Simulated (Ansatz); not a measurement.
# A hypothetical structure for LaTl3B2, part 2 of 2

Starting from a made-up structure for LaTl3B2, the aim is the relaxed cell, its shortest contacts and, where a second run follows, its electronic structure.

Ansatz 0.2.0; DFT, PBEsol, plane-wave PAW, files of the set soft_1, scalar-relativistic, no spin, cell and ions relaxed at zero pressure; PAW set soft_1 (the session's first sound run).

So far: The structure; Relaxation of the guess. The relaxed cell has a = 6.169, c = 3.786 Å (conventional setting).

## Step 3: Electronic structure of the relaxed cell

With the geometry fixed, one more self-consistent run, with a narrower smearing and the mesh shown in its input, gives the bands, and its pressure, and its forces where symmetry allows any, show how far the geometry depends on these settings.

This step: DFT, PBEsol, plane-wave PAW, files of the set soft_1, scalar-relativistic, no spin, bands and density of states at the relaxed cell; PAW set soft_1 (Ansatz 0.2.0).

Input file input.yaml:

```yaml
crystal:
  lattice:
    - [6.1693810852, 0.0, 0.0]
    - [-3.0846905426, 5.3428407455, 0.0]
    - [0.0, 0.0, 3.7857801149]
  atoms:
    - { symbol: Tl, position: [0.5, 0.0, 0.5] }
    - { symbol: Tl, position: [0.5, 0.5, 0.5] }
    - { symbol: Tl, position: [0.0, 0.5, 0.5] }
    - { symbol: La, position: [0.0, 0.0, 0.0] }
    - { symbol: B, position: [0.3333333333, 0.6666666667, 0.0] }
    - { symbol: B, position: [0.6666666667, 0.3333333333, 0.0] }
kpoints:
  mp_grid: { grid: [6, 6, 8] }
  band_path:
    path:
      - [[0.0, 0.0, 0.0], [0.5, 0.0, 0.0], [0.33333333, 0.33333333, 0.0], [0.0, 0.0, 0.0], [0.0, 0.0, 0.5], [0.5, 0.0, 0.5], [0.33333333, 0.33333333, 0.5], [0.0, 0.0, 0.5]]
      - [[0.5, 0.0, 0.5], [0.5, 0.0, 0.0]]
      - [[0.33333333, 0.33333333, 0.0], [0.33333333, 0.33333333, 0.5]]
    npoints: 8
scf:
  occupations: { method: fermi_dirac, width: 0.03 }
  n_extra_bands: 10
hamiltonian:
  xc: pbesol
  pseudopotentials: { kind: paw, azcp: { folder: soft_1 }, xc_functional: pbe }
output:
  forces: true
  stress: true
  write_bands: true
  dos: { projected: true }
  write_density: true
  write_potential: true
  elf: true
  volumetric_format: npy
```

Command:

```console
$ ansatz run input.yaml --threads 4 --pin off --max-ram 10240MiB --backend cpu --events-out ev --progress --plain --runs-dir out
```

Numbers of over 12 decimals in the logs are rounded to 6 here.

What it wrote:

```text
La: projections on atomic orbitals take those of the free atom [Kr 4d10] 4f0 5s2 5p6 5d1 6s2, of charge +0.00 (hamiltonian.pseudopotentials.projection_atoms); the dataset's partial waves leave at most 1.9e-5 of an orbital's norm unspanned inside its sphere
[...]
Crystal: 6 atoms, lattice volume = 124.787 Å³
Basis set: ecut = 420 eV, 2419 PW (Γ), exchange–correlation on 90×90×54 points (8 copies of the dense FFT grid, shifted against one another)
Bands: 38, of which v1, the nominal top of the filled ones, is band 28 counted from 1 (27 counted from 0)
Symmetry: 24 space group operations
[...]
k-points: 35 of 288
[...]
SCF iter   1: F=—  HF=-40356.552668 eV  |F-HF|=—  |Δ(HF+E_count)|=         —  Δρ=4.17e-2  dr2=6.54e0  ethr=3.10e-3  ⟨swp⟩=6.1  Hψ=5313  notcnv=0
[...]
SCF iter   8: F=-40355.133028 eV  HF=-40355.133028 eV  |F-HF|=2.05e-8  |Δ(HF+E_count)|=   3.17e-8  Δρ=3.23e-6  dr2=2.77e-8  ethr=1.79e-10  ⟨swp⟩=12.5  Hψ=9599  notcnv=0
SCF 1 converged in 8 iterations: F = -40355.133028 eV  dr2 = 2.77e-8
[...]
NSCF: frozen V_eff on 75 k-points
SCF converged after 8 iterations
Free energy (F): -40355.133028 eV
[...]
Internal energy: -40355.126550 eV  (E = F + TS)
E sigma→0 (E₀):  -40355.129789 eV
Entropy (-TS):   -0.006479 eV (-1.080 meV/atom)
Fermi energy:    12.090945 eV
[...]
--- Stress (GPa, compression-positive) ---
       -0.066862       0.000000       0.000000
        0.000000      -0.066862       0.000000
        0.000000       0.000000      -0.389073
  P = ⅓ Tr σ = -0.1743 GPa (-1.743 kbar)
--- Band table (eV; the first three rows and the last of 35) ---
  k-point 0: bands = [... 24 lower, 9.6574, 10.3506, 10.7774, 13.1708, 13.1708, 13.3961, 13.4154, 13.4955, ... 6 higher]
  k-point 1: bands = [... 24 lower, 9.7205, 9.7205, 11.6858, 12.8439, 13.0765, 13.0765, 13.3612, 13.3612, ... 6 higher]
  k-point 2: bands = [... 24 lower, 9.8089, 9.8089, 11.1288, 11.9952, 11.9952, 12.8049, 12.9241, 12.9241, ... 6 higher]
  k-point 34: bands = [... 24 lower, 8.9047, 11.2904, 11.2904, 11.8583, 11.8583, 13.0880, 13.3694, 13.4122, ... 6 higher]
```

Run time: 5 s. Hardware: 4 threads of Arm Neoverse V2, shared host; peak memory 0.56 GiB.

Reading the cycles: dr2 is the Hartree energy of the density residual (eV), the measure of convergence; HF is the Harris–Foulkes estimate of the energy, which meets the free energy F at convergence.

Numbers from this step:

```yaml
free_energy: -40355.1330 eV
energy_at_zero_smearing: -40355.1298 eV
smearing_term_ts: 0.006479 eV
fermi_energy: 12.09 eV
pressure: -0.1743 GPa
```

bands.tsv at the labelled points (eV, zero at the Fermi level; the bands that come nearest the Fermi level along the path):

```
point  band 25  band 26  band 27  band 28  band 29  band 30  band 31  band 32
    Γ    -2.43    -1.74    -1.31     1.08     1.08     1.31     1.32     1.40
    M    -1.45    -1.08    -0.94    -0.08     0.37     0.84     0.89     1.26
    K    -1.45    -0.37    -0.37     0.14     0.26     0.26     0.39     1.14
    Γ    -2.43    -1.74    -1.31     1.08     1.08     1.31     1.32     1.40
    A    -3.57    -3.27    -3.27    -2.35    -2.35     1.10     1.10     1.30
    L    -2.80    -1.86    -1.16     0.39     0.44     0.48     0.81     1.02
    H    -3.19    -0.80    -0.80    -0.23    -0.23     1.00     1.28     1.32
    A    -3.57    -3.27    -3.27    -2.35    -2.35     1.10     1.10     1.30
    L    -2.80    -1.86    -1.16     0.39     0.44     0.48     0.81     1.02
    M    -1.45    -1.08    -0.94    -0.08     0.37     0.84     0.89     1.26
    K    -1.45    -0.37    -0.37     0.14     0.26     0.26     0.39     1.14
    H    -3.19    -0.80    -0.80    -0.23    -0.23     1.00     1.28     1.32
```

Counts of states for the cell as run, both spins, by energy window (eV from the Fermi level):

```csv
from,to,total
-8,-7,0.78
-7,-6,1.35
-6,-5,1.32
-5,-4,2.18
-4,-3,0.92
-3,-2,2.72
-2,-1,2.47
-1,0,3.15
0,1,4.85
```

Below -8 eV lie 41.1 more states.

Electrostatic potential energy in the ab plane at fractional z = 0.000, with atoms of La and B within 0.2 Å of it. With pseudopotentials it is smooth inside the atoms' cores, unlike the true potential.

Ten even steps from '_' (-31 eV) to '@' (15 eV), each cell a mean:
```
--__==##@@@@@@@@@@@@@@@@@@##::__==
__==##@@@@@@@@@@@@@@@@@@%%**::____
++##@@@@@@@@%%%%%%@@@@@@%%##++----
%%@@@@@@%%++::==##@@@@@@@@%%######
@@@@@@@@++____::##@@@@@@@@@@@@@@@@
@@@@@@##..____++@@@@@@@@@@@@@@@@@@
@@@@@@##--::++%%@@@@@@@@@@@@@@@@@@
@@@@@@%%##%%@@@@@@@@@@@@@@@@@@@@@@
@@@@@@@@@@@@@@@@@@@@%%**++**%%@@@@
@@@@@@@@@@@@@@@@@@%%++____==%%@@@@
@@@@@@@@@@@@@@@@@@**..____**@@@@@@
@@%%%%%%@@@@@@@@@@++....++%%@@@@@@
**++**##%%@@@@@@@@##**##@@@@@@@@%%
....::++##@@@@@@@@@@@@@@@@@@@@##++
....__==%%@@@@@@@@@@@@@@@@@@##==__
##::..**%%@@@@@@@@@@@@@@@@%%++__--
```
Columns run along a (6.2 Å; values clipped at the 3rd and 97th percentile), rows up along b (6.2 Å). Atoms in or near the plane, at fractional coordinates: La at (0.00, 0.00), B at (0.33, 0.67), B at (0.67, 0.33).

ELF in the ab plane at fractional z = 0.000, with atoms of La and B within 0.2 Å of it. It is the smooth field of the valence electrons, not physical close to the nuclei.

Ten even steps from '0' (0.02) to '9' (0.83), each cell a mean:
```
38930111211005982
99411345542116998
73125788863115899
10258867873102443
01477205862000000
12585027731111111
12686577411245431
12688873113688741
12567531147878841
11233211377327841
00110013683028731
01210015884378520
57752025888885212
99983024677642148
56983012333210499
04971011111102893
```
Columns run along a (6.2 Å), rows up along b (6.2 Å). Atoms in or near the plane, at fractional coordinates: La at (0.00, 0.00), B at (0.33, 0.67), B at (0.67, 0.33).

Valence density in the ab plane at fractional z = 0.000, with atoms of La and B within 0.2 Å of it. It is the smooth field of the valence electrons, not physical close to the nuclei.

Ten even steps from '0' (0.1 e/Å³) to '9' (1.8 e/Å³), each cell a mean:
```
98400000000001599
74100000000001588
20000011100001344
00001222100000110
00012222100000000
00012222100000000
00012221000000000
00011100000011000
00000000001122100
00000000012222100
00000000012122000
00000000122221000
12210000112110000
67630000000000013
99730000000000148
99720000000000379
```
Columns run along a (6.2 Å), rows up along b (6.2 Å). Atoms in or near the plane, at fractional coordinates: La at (0.00, 0.00), B at (0.33, 0.67), B at (0.67, 0.33).

## Step 4: Summary of results

| Property | Result |
| --- | --- |
| space group, relaxed | P6/mmm |
| conventional cell | a = 6.169, b = 6.169, c = 3.786 Å; α = 90.0°, β = 90.0°, γ = 120.0° |
| volume per atom | 20.80 Å³ (guess 21.81) |

What this shows: LaTl3B2 relaxes to P6/mmm with a = 6.169, b = 6.169 and c = 3.786 Å. The guessed volume was 5 % too large. The space group P6/mmm was held in the relaxation, so the end point is a stationary structure within it and may be a saddle against distortions or other arrangements. Bands cross the Fermi level, so it is a metal or semimetal at this level. On the 6×6×8 mesh with the narrower smearing (relaxed on 5×5×7) the forces vanish, as symmetry may demand, and the largest stress component is 0.389 GPa, against the relaxation's thresholds of 0.015 eV/Å and 0.05 GPa. The cutoff wasn't tested. Spin-orbit coupling is left out, which can matter for elements this heavy. No dispersion term is used, so weakly bound directions may come out too long. Nothing here tests whether the compound is stable against decomposition.

[Logs are printed without paths, hosts, clocks, repeated set-up lines and the standing remarks that a program may print on its own settings, such as how far it seeks lower states.]

[Hosts, paths, dates, database ids (printed as entryN), source tags and the programs' standing remarks are cut or masked in the printed files.]
